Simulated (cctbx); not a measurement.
# A crystallographic session in cctbx: Sc5Zn4Pb10

Library: cctbx 2025.11. The data are simulated by the first script.

## 1. Simulate the data

run.py:

```python
from cctbx import adptbx, crystal, miller, sgtbx, xray
from cctbx.array_family import flex
from iotbx.shelx import hklf
from scitbx import matrix
import scitbx.random

cs = crystal.symmetry(unit_cell=(14.058, 14.058, 4.738, 90, 90, 90), space_group_symbol='Hall: -P 4 2ab')  # P4/mbm
atoms = [  # label, site, U (iso, or U11 U22 U33 U12 U13 U23 in A^2), occupancy
    ("Pb1", (0.57, 0.93, 0), 0.0076, 1),
    ("Pb2", (0.7029, 0.6548, 0), 0.0070, 1),
    ("Pb3", (0.5037, 0.6681, 0.5), 0.0071, 1),
    ("Zn1", (0.0224, 0.7533, 0), 0.0119, 1),
    ("Sc1", (0.6755, 0.8245, 0.5), 0.0117, 1),
    ("Sc2", (0.5, 0.5, 0), 0.0152, 1),
    ("Sc3", (0.885, 0.615, 0.5), 0.0122, 1),
]
xs = xray.structure(crystal_symmetry=cs)
for label, site, u, occ in atoms:
    u = adptbx.u_cif_as_u_star(cs.unit_cell(), u) if isinstance(u, tuple) else u
    xs.add_scatterer(xray.scatterer(label, site=site, u=u, occupancy=occ))
xs.set_inelastic_form_factors(0.56087, "sasaki")
xs.show_summary()
p1 = xs.expand_to_p1()
ms = miller.build_set(p1, anomalous_flag=True, d_min=0.6)
flex.set_random_seed(627233)
scitbx.random.set_random_seed(627233)
ms = ms.select(flex.random_double(ms.size()) < 0.95)
i = ms.structure_factors_from_scatterers(p1, algorithm="direct").f_calc().as_intensity_array().data()
i = i * 40000 / flex.max(i)
sig = flex.sqrt(i + flex.pow2(0.03 * i) + 15 ** 2)
noise = scitbx.random.variate(scitbx.random.normal_distribution())(i.size())
data = ms.array(data=i + sig * noise, sigmas=sig).set_observation_type_xray_intensity()
with open("data.hkl", "w") as f:
    data.export_as_shelx_hklf(f)
print("reflections written:", data.size(), " <I/sigma> = %.1f" % flex.mean(data.data() / data.sigmas()))
for h, a, b in list(data.sort("data"))[:12]:
    print("%4d%4d%4d %9.1f %7.1f" % (h + (a, b)))
```

```console
$ python run.py
```

```text
Number of scatterers: 7
At special positions: 7
Unit cell: (14.058, 14.058, 4.738, 90, 90, 90)
Space group: P 4/m b m (No. 127)
reflections written: 17215  <I/sigma> = 9.1
   0   0   2   40067.7  1216.6
   0   0  -2   39304.0  1216.6
   0   0   4   20154.1   598.4
   0   0  -4   19303.0   598.4
   3  -3  -1   16992.2   496.1
  -3   3  -1   16654.8   496.1
   3   3   1   16198.9   496.1
   3  -3   1   16137.3   496.1
  -3  -3   1   16123.1   496.1
  -3  -3  -1   16028.9   496.1
  -3   3   1   15725.8   496.1
   3   3  -1   15202.7   496.1
```

It took 0.3 s on 1 thread of Arm Neoverse V2, with other jobs on the host, peak memory 0.08 GiB.

## 2. Symmetry

run.py:

```python
from cctbx import crystal, sgtbx, statistics
from cctbx.array_family import flex
from iotbx.shelx import hklf

p1 = crystal.symmetry(unit_cell=(14.058, 14.058, 4.738, 90, 90, 90), space_group_symbol="P 1")
raw = hklf.reader(file_name="data.hkl").as_miller_arrays(crystal_symmetry=p1, anomalous=True)[0]
print(raw.size(), "reflections to d = %.3f A" % raw.d_min())
isig = raw.data() / raw.sigmas()
print("centring   violations  <I/sigma> of those")
best = "P"
for c in "ABCIRF":
    a = raw.customized_copy(space_group_info=sgtbx.space_group_info("Hall: %s 1" % c)).sys_absent_flags().data()
    m = flex.mean(isig.select(a))
    print("%5s %10d of %5d %8.1f" % (c, (isig.select(a) > 4).count(True), a.count(True), m))
    if (isig.select(a) > 4).count(True) < 0.01 * a.count(True):
        best = c
raw = raw.select(~raw.customized_copy(space_group_info=sgtbx.space_group_info("Hall: %s 1" % best)).sys_absent_flags().data())
isig = raw.data() / raw.sigmas()
rows = []
for s in sgtbx.space_group_symbol_iterator():
    g = sgtbx.space_group(s)
    if g.conventional_centring_type_symbol() != best or not g.is_compatible_unit_cell(p1.unit_cell(), 1e-3, 0.02):
        continue
    rows.append((s, g))
print("Laue class    unique    Rint  (classes that these axes allow; Friedel mates merged)")
rint = {}
for s, g in rows:
    laue = g.build_derived_patterson_group()
    key = laue.type().hall_symbol()
    if key not in rint:
        m = raw.customized_copy(space_group_info=laue.info(), anomalous_flag=False).merge_equivalents()
        rint[key] = m.r_int()
        print("%-14s %6d %7.3f" % (laue.type().lookup_symbol(), m.array().size(), m.r_int()))
floor = min(rint.values())
good = [(s, g) for s, g in rows if rint[g.build_derived_patterson_group().type().hall_symbol()] < 2 * floor + 0.03]
top = max(g.build_derived_patterson_group().order_z() for s, g in good)
print("space group    extra absences  I>4sigma  <I/sigma>")
for s, g in good:
    laue = g.build_derived_patterson_group()
    if laue.order_z() != top:
        continue
    a = raw.customized_copy(space_group_info=g.info()).sys_absent_flags().data()
    a &= ~raw.customized_copy(space_group_info=laue.info()).sys_absent_flags().data()
    bad = (isig.select(a) > 4).count(True)
    if bad <= 0.03 * a.count(True):
        print("%-16s %8d %10d %9s  %s" % (s.universal_hermann_mauguin(), a.count(True), bad, "%.1f" % flex.mean(isig.select(a)) if a.count(True) else "-", "centric" if g.is_centric() else "acentric"))
laue = max(good, key=lambda t: t[1].build_derived_patterson_group().order_z())[1].build_derived_patterson_group()
f = raw.customized_copy(space_group_info=laue.info(), anomalous_flag=False).merge_equivalents().array().eliminate_sys_absent().f_sq_as_f()
f.set_observation_type_xray_amplitude()
bins = max(3, min(8, f.size() // 12))
f.setup_binner(n_bins=bins)
w = statistics.wilson_plot(f, {e: n / laue.order_z() for e, n in {'Pb': 20.0, 'Zn': 8.0, 'Sc': 10.0}.items()}, e_statistics=True)
print("Wilson B = %.2f A^2   <|E^2-1|> = %.3f (0.968 centric, 0.736 acentric)   E^2>4: %.1f %%" % (w.wilson_b, w.mean_e_sq_minus_1, w.percent_e_sq_gt_2))
print("shell (A)         n   <I/sigma>")
m = raw.customized_copy(space_group_info=laue.info(), anomalous_flag=False).merge_equivalents().array().eliminate_sys_absent()
for b in m.setup_binner(n_bins=bins).range_used():
    sel = m.binner().selection(b)
    print("%5.2f - %4.2f %6d %8.1f" % (min(m.binner().bin_d_range(b)[0] if m.binner().bin_d_range(b)[0] > 0 else 99, 99), m.binner().bin_d_range(b)[1], sel.count(True), flex.mean((m.data() / m.sigmas()).select(sel))))
```

```console
$ python run.py
```

```text
17215 reflections to d = 0.600 A
centring   violations  <I/sigma> of those
    A       5242 of  8584      9.2
    B       5242 of  8592      9.2
    C       4510 of  8588      7.0
    I       5296 of  8638      8.9
    R       7146 of 11472      9.1
    F       7497 of 12882      8.5
Laue class    unique    Rint  (classes that these axes allow; Friedel mates merged)
P -1             9058   0.038
P 1 2/m 1        4693   0.046
P 1 1 2/m        4974   0.046
P 2/m 1 1        4693   0.046
P m m m          2643   0.050
P 4/m            2491   0.050
P 4/m m m        1378   0.052
space group    extra absences  I>4sigma  <I/sigma>
P 4 2 2                 0          0         -  acentric
P 4 21 2               47          0      -0.1  acentric
P 4 m m                 0          0         -  acentric
P 4 b m               544          0      -0.0  acentric
P -4 2 m                0          0         -  acentric
P -4 21 m              47          0      -0.1  acentric
P -4 m 2                0          0         -  acentric
P -4 b 2              544          0      -0.0  acentric
P 4/m m m               0          0         -  centric
P 4/m b m             544          0      -0.0  centric
Wilson B = 0.66 A^2   <|E^2-1|> = 0.870 (0.968 centric, 0.736 acentric)   E^2>4: 2.6 %
shell (A)         n   <I/sigma>
14.06 - 1.20    205     37.5
 1.20 - 0.95    174     39.7
 0.95 - 0.83    176     32.3
 0.83 - 0.76    170     31.4
 0.76 - 0.70    165     27.0
 0.70 - 0.66    166     24.9
 0.66 - 0.63    165     24.5
 0.63 - 0.60    157     22.8
```

Time: 0.42 s.

## 3. Charge flipping

run.py:

```python
import itertools
from cctbx import crystal, maptbx
from cctbx.array_family import flex
from iotbx.shelx import hklf
from smtbx.ab_initio import charge_flipping as cf

cs = crystal.symmetry(unit_cell=(14.058, 14.058, 4.738, 90, 90, 90), space_group_symbol='Hall: -P 4 2ab')  # P4/mbm
raw = hklf.reader(file_name="data.hkl").as_miller_arrays(crystal_symmetry=cs, anomalous=True)[0]
merged = raw.eliminate_sys_absent().merge_equivalents()
fo2 = merged.array().set_observation_type_xray_intensity()
f = fo2.average_bijvoet_mates().f_sq_as_f().resolution_filter(d_min=1.8)
p1 = f.expand_to_p1()
p1.setup_binner_counting_sorted(reflections_per_bin=max(40, p1.size() // 12))
work = p1.array(data=p1.data() / p1.amplitude_quasi_normalisations().data())
flex.set_random_seed(85926)
it = cf.weak_reflection_improved_iterator(delta=None, weak_reflection_fraction=0.2)
it.start(work, phases=flex.random_double(p1.size()) * 6.2832, f_000=0)
it.delta = 1.1 * it.rho_map.sigma()
print("cycle      R  skewness")
for n, st in enumerate(itertools.islice(it, 200)):
    if n % 16 == 0:
        print("%5d %6.3f %8.2f" % (n, st.r1_factor(), st.rho_map.skewness()))
rho = p1.phase_transfer(it.f_calc).fft_map().apply_volume_scaling()
polish = cf.low_density_elimination_iterator(constant_rho_c=rho.sigma())
polish.start(f_obs=p1, phases=it.f_calc, f_000=0)
for _ in range(8):
    next(polish)
print("origin shift          correlation  skewness")
maps = []
for fc, shift, cc in itertools.islice(cf.f_calc_symmetrisations(f, polish.f_calc, 0), 4):
    m = f.phase_transfer(fc).fft_map(symmetry_flags=maptbx.use_space_group_symmetry, resolution_factor=0.25).apply_sigma_scaling()
    maps.append((m.skewness(), cc, m))
    print("%6.3f %6.3f %6.3f %10.3f %9.2f" % (tuple(shift) + (cc, m.skewness())))
skew, cc, m = max((t for t in maps if t[1] > maps[0][1] - 0.04), key=lambda t: t[0])
print("taken: symmetry correlation %.3f, skewness %.2f" % (cc, skew))
peaks = m.peak_search(parameters=maptbx.peak_search_parameters(min_distance_sym_equiv=0.9, max_clusters=12)).all()
sps = cs.special_position_settings(min_distance_sym_equiv=0.5)
print("peak      x       y       z  mult  height/sigma")
for k, (x, h) in enumerate(zip(peaks.sites(), peaks.heights())):
    ss = sps.site_symmetry(x)
    print("Q%-3d %7.4f %7.4f %7.4f %4d %8.1f" % ((k + 1,) + tuple(t % 1 for t in ss.exact_site()) + (ss.multiplicity(), h)))
```

```console
$ python run.py
```

```text
cycle      R  skewness
    0  0.733     0.41
   16  0.581     1.02
   32  0.647     0.93
   48  0.581     0.87
   64  0.622     0.92
   80  0.616     1.04
   96  0.606     0.89
  112  0.612     0.97
  128  0.635     0.76
  144  0.593     1.05
  160  0.612     1.00
  176  0.598     0.97
  192  0.636     0.83
origin shift          correlation  skewness
 0.039  0.365 -0.127      0.956      1.10
 0.044  0.861 -0.124      0.944      0.75
 0.016  0.511  0.021      0.945      1.62
 0.014  0.003  0.013      0.934      1.71
taken: symmetry correlation 0.934, skewness 1.71
peak      x       y       z  mult  height/sigma
Q1    0.0000  0.5000  0.0000    2      9.4
Q2    0.0450  0.1657  0.0000    8      3.6
Q3    0.1446  0.6446  0.0000    4      3.1
Q4    0.0000  0.0000  0.0000    2      2.5
Q5    0.0324  0.6941  0.5000    8      2.4
Q6    0.2081  0.2919  0.0000    4      2.3
Q7    0.0611  0.4389  0.5000    4      2.3
Q8    0.1697  0.7910  0.5000    8      2.0
Q9    0.0629  0.8881  0.5000    8      1.7
Q10   0.0931  0.2880  0.0000    8      1.5
Q11   0.0312  0.2500  0.5000    8      1.5
Q12   0.1852  0.3148  0.5000    4      0.1
```

Time: 0.32 s.

This run holds a fault made on purpose: resolution cut far too low for atomic peaks.

## 4. Charge flipping

run.py, as its changes from the last script of this kind:

```diff
@@ -11 +11 @@
-f = fo2.average_bijvoet_mates().f_sq_as_f().resolution_filter(d_min=1.8)
+f = fo2.average_bijvoet_mates().f_sq_as_f().resolution_filter(d_min=0.9)
```

```console
$ python run.py
```

```text
cycle      R  skewness
    0  0.643     0.25
   16  0.533     1.27
   32  0.537     1.41
   48  0.544     1.57
   64  0.521     1.85
   80  0.527     2.11
   96  0.486     3.49
  112  0.483     3.46
  128  0.483     3.39
  144  0.469     3.42
  160  0.484     3.49
  176  0.476     3.28
  192  0.475     3.31
origin shift          correlation  skewness
 0.137  0.860  0.191      0.862      1.51
 0.145  0.173  0.189      0.853      1.93
 0.134  0.360  0.191      0.861      1.60
 0.144  0.674  0.188      0.844      1.73
taken: symmetry correlation 0.853, skewness 1.93
peak      x       y       z  mult  height/sigma
Q1    0.0000  0.5000  0.0000    2     14.0
Q2    0.1738  0.3262  0.0000    4      9.7
Q3    0.1689  0.6689  0.0000    4      7.3
Q4    0.0061  0.3460  0.5000    8      7.1
Q5    0.1113  0.8477  0.5000    8      5.1
Q6    0.0723  0.0927  0.5000    8      4.4
Q7    0.2335  0.7335  0.5000    4      3.9
Q8    0.1806  0.2070  0.5000    8      3.6
Q9    0.0686  0.9174  0.0000    8      3.1
Q10   0.0554  0.2571  0.5000    8      3.1
Q11   0.0792  0.6559  0.3887   16      2.9
Q12   0.0807  0.7575  0.5000    8      2.6
```

Time: 0.6 s.

## 5. Refinement (model from the peaks)

run.py:

```python
import math
from cctbx import adptbx, crystal, maptbx, sgtbx, xray
from cctbx.array_family import flex
from cctbx.xray import observations
from iotbx.shelx import hklf
from scitbx.lstbx import normal_eqns_solving
from smtbx import absolute_structure, utils
from smtbx.refinement import constraints, least_squares

cs = crystal.symmetry(unit_cell=(14.058, 14.058, 4.738, 90, 90, 90), space_group_symbol='Hall: -P 4 2ab')  # P4/mbm
atoms = [  # label, site, U (iso, or U11 U22 U33 U12 U13 U23 in A^2), occupancy
    ("Pb1", (0, 0.5, 0), 0.0200, 1),
    ("Pb2", (0.1738, 0.3262, 0), 0.0200, 1),
    ("Pb3", (0.1689, 0.6689, 0), 0.0200, 1),
    ("Pb4", (0.0061, 0.346, 0.5), 0.0200, 1),
    ("Zn1", (0.1113, 0.8477, 0.5), 0.0200, 1),
    ("Sc1", (0.0723, 0.0927, 0.5), 0.0200, 1),
]
xs = xray.structure(crystal_symmetry=cs)
for label, site, u, occ in atoms:
    u = adptbx.u_cif_as_u_star(cs.unit_cell(), u) if isinstance(u, tuple) else u
    xs.add_scatterer(xray.scatterer(label, site=site, u=u, occupancy=occ))
xs.set_inelastic_form_factors(0.56087, "sasaki")
raw = hklf.reader(file_name="data.hkl").as_miller_arrays(crystal_symmetry=cs, anomalous=True)[0]
merged = raw.eliminate_sys_absent().merge_equivalents()
fo2 = merged.array().set_observation_type_xray_intensity()
print("Rint %.3f, %d unique reflections to %.2f A" % (merged.r_int(), fo2.size(), fo2.d_min()))
for sc in xs.scatterers():
    sc.flags.set_grad_site(True)
    sc.flags.set_grad_u_aniso(sc.flags.use_u_aniso())
    sc.flags.set_grad_u_iso(sc.flags.use_u_iso())
obs = fo2.as_xray_observations()
extra = {}
rep = constraints.reparametrisation(xs, [], utils.connectivity_table(xs), **extra)
ls = least_squares.crystallographic_ls(obs, rep, weighting_scheme=least_squares.mainstream_shelx_weighting(a=0, b=0))
print("cycle     R1     wR2    GooF  max shift (A)")
for cycle in range(6):
    ls.build_up()
    r1, wr2, goof = ls.r1_factor(cutoff_factor=2)[0], ls.wR2(), ls.goof()
    old = xs.sites_cart()
    normal_eqns_solving.levenberg_marquardt_iterations(ls, n_max_iterations=3, tau=0.0001, step_threshold=1e-7)
    big = flex.max((xs.sites_cart() - old).norms())
    print("%4d %7.4f %7.4f %7.3f %9.5f" % (cycle + 1, r1, wr2, goof, big))
    ls.build_up(objective_only=True)
    if abs(ls.wR2() - wr2) < 5e-5 and big < 5e-4:
        break
ls.build_up()
print("final R1 %.4f wR2 %.4f GooF %.3f  parameters %d  data/parameter %.1f" % (ls.r1_factor(cutoff_factor=2)[0], ls.wR2(), ls.goof(), ls.n_parameters, fo2.size() / ls.n_parameters))
cov = ls.covariance_matrix_and_annotations()
su = dict(zip(cov.annotations, (math.sqrt(max(v, 0)) for v in cov.matrix.matrix_packed_u_diagonal())))
a2 = cs.unit_cell().reciprocal_parameters()[0] ** -2
print("atom        x        y        z      Ueq    occ   su(xyz)  su(Uiso or U11)")
for sc in xs.scatterers():
    s = max(su.get(sc.label + k, 0) for k in (".x", ".y", ".z"))
    npd = "" if sc.is_positive_definite_u(cs.unit_cell()) else "  NPD"
    print("%-5s %8.5f %8.5f %8.5f %8.4f %6.3f %8.5f %7.4f%s" % ((sc.label,) + sc.site + (sc.u_iso_or_equiv(cs.unit_cell()), sc.occupancy, s, su.get(sc.label + ".uiso", su.get(sc.label + ".u11", 0) * a2), npd)))
fo = fo2.f_sq_as_f()
fc = fo.structure_factors_from_scatterers(xs, algorithm="direct").f_calc()
diff = fo.f_obs_minus_f_calc(1 / math.sqrt(ls.scale_factor()), fc).average_bijvoet_mates()
m = diff.fft_map(symmetry_flags=maptbx.use_space_group_symmetry, resolution_factor=0.25).apply_volume_scaling()
print("difference map: max %.2f min %.2f rms %.2f" % (m.statistics().max(), m.statistics().min(), m.statistics().sigma()))
peaks = m.peak_search(parameters=maptbx.peak_search_parameters(min_distance_sym_equiv=0.6, max_clusters=6)).all()
near = xs.closest_distances(peaks.sites(), distance_cutoff=4)
sps = cs.special_position_settings(min_distance_sym_equiv=0.5)
for k, (x, h) in enumerate(zip(peaks.sites(), peaks.heights())):
    ss = sps.site_symmetry(x)
    print("Q%-3d %7.4f %7.4f %7.4f %4d %7.2f  %.2f A from %s" % ((k + 1,) + tuple(t % 1 for t in ss.exact_site()) + (ss.multiplicity(), h, near.smallest_distances[k], xs.scatterers()[near.i_seqs[k]].label)))
```

```console
$ python run.py
```

```text
Rint 0.051, 1300 unique reflections to 0.60 A
cycle     R1     wR2    GooF  max shift (A)
   1  0.7004  0.9259  39.622   0.26927
   2  0.4997  0.7871  33.684   0.05521
   3  0.4912  0.7842  33.559   0.02405
   4  0.4906  0.7852  33.601   0.01816
   5  0.4893  0.7843  33.564   0.02032
   6  0.4898  0.7853  33.607   0.01977
final R1 0.4891 wR2 0.7844 GooF 33.566  parameters 14  data/parameter 92.9
atom        x        y        z      Ueq    occ   su(xyz)  su(Uiso or U11)
Pb1    0.00000  0.50000  0.00000   0.0001  1.000  0.00000  0.0019
Pb2    0.17334  0.32666  0.00000   0.0113  1.000  0.00068  0.0026
Pb3    0.16627  0.66627  0.00000   0.0056  1.000  0.00059  0.0021
Pb4    0.02614  0.33915  0.50000   0.0125  1.000  0.00071  0.0018
Zn1    0.12330  0.84473  0.50000   0.0001  1.000  0.00165  0.0036
Sc1    0.06988  0.10829  0.50000   0.0001  1.000  0.00260  0.0054
difference map: max 404.74 min -186.25 rms 18.52
Q1    0.0000  0.5000  0.0000    2  404.74  0.00 A from Pb1
Q2    0.0738  0.7595  0.5000    8  211.78  1.38 A from Zn1
Q3    0.0721  0.1028  0.5000    8  195.89  0.08 A from Sc1
Q4    0.1277  0.8479  0.5000    8  159.06  0.08 A from Zn1
Q5    0.0227  0.3227  0.5000    8  152.96  0.24 A from Pb4
Q6    0.0648  0.3002  0.5000    8  144.25  0.77 A from Pb4
```

Time: 0.68 s.

Figures of merit this high mean that the model is still wrong or incomplete.

## 6. Charge flipping

run.py, as its changes from the last script of this kind:

```diff
@@ -13,3 +13,2 @@
-p1.setup_binner_counting_sorted(reflections_per_bin=max(40, p1.size() // 12))
-work = p1.array(data=p1.data() / p1.amplitude_quasi_normalisations().data())
-flex.set_random_seed(85926)
+work = p1
+flex.set_random_seed(85927)
@@ -20,2 +19,2 @@
-for n, st in enumerate(itertools.islice(it, 200)):
-    if n % 16 == 0:
+for n, st in enumerate(itertools.islice(it, 400)):
+    if n % 33 == 0:
```

```console
$ python run.py
```

```text
cycle      R  skewness
    0  0.656     0.33
   33  0.351     4.20
   66  0.357     4.01
   99  0.345     3.86
  132  0.357     3.96
  165  0.363     3.97
  198  0.357     3.89
  231  0.363     3.91
  264  0.362     3.85
  297  0.338     3.74
  330  0.344     3.75
  363  0.358     3.80
  396  0.352     3.77
origin shift          correlation  skewness
 0.150  0.982  0.185      0.841      1.06
-0.005  0.527  0.238      0.862      2.20
 0.312  0.821  0.189      0.847      1.09
 0.139  0.679  0.239      0.862      2.09
taken: symmetry correlation 0.862, skewness 2.20
peak      x       y       z  mult  height/sigma
Q1    0.0000  0.5000  0.0000    2     17.4
Q2    0.1722  0.6722  0.0000    4      7.6
Q3    0.9954  0.3151  0.5000    8      6.8
Q4    0.1605  0.3395  0.0000    4      6.7
Q5    0.0619  0.7807  0.5000    8      6.6
Q6    0.1356  0.1549  0.5000    8      5.3
Q7    0.0581  0.8468  0.0000    8      4.4
Q8    0.0902  0.1694  0.0000    8      4.2
Q9    0.0444  0.6502  0.0000    8      3.4
Q10   0.0278  0.6028  0.5000    8      3.3
Q11   0.2317  0.7317  0.0000    4      3.3
Q12   0.1226  0.2465  0.5000    8      2.7
```

It took 0.69 s on 1 thread of Arm Neoverse V2, with other jobs on the host, peak memory 0.08 GiB.

[Logs are printed without paths, hosts, clocks, repeated set-up lines and the standing remarks that a program may print on its own settings, such as how far it seeks lower states.]
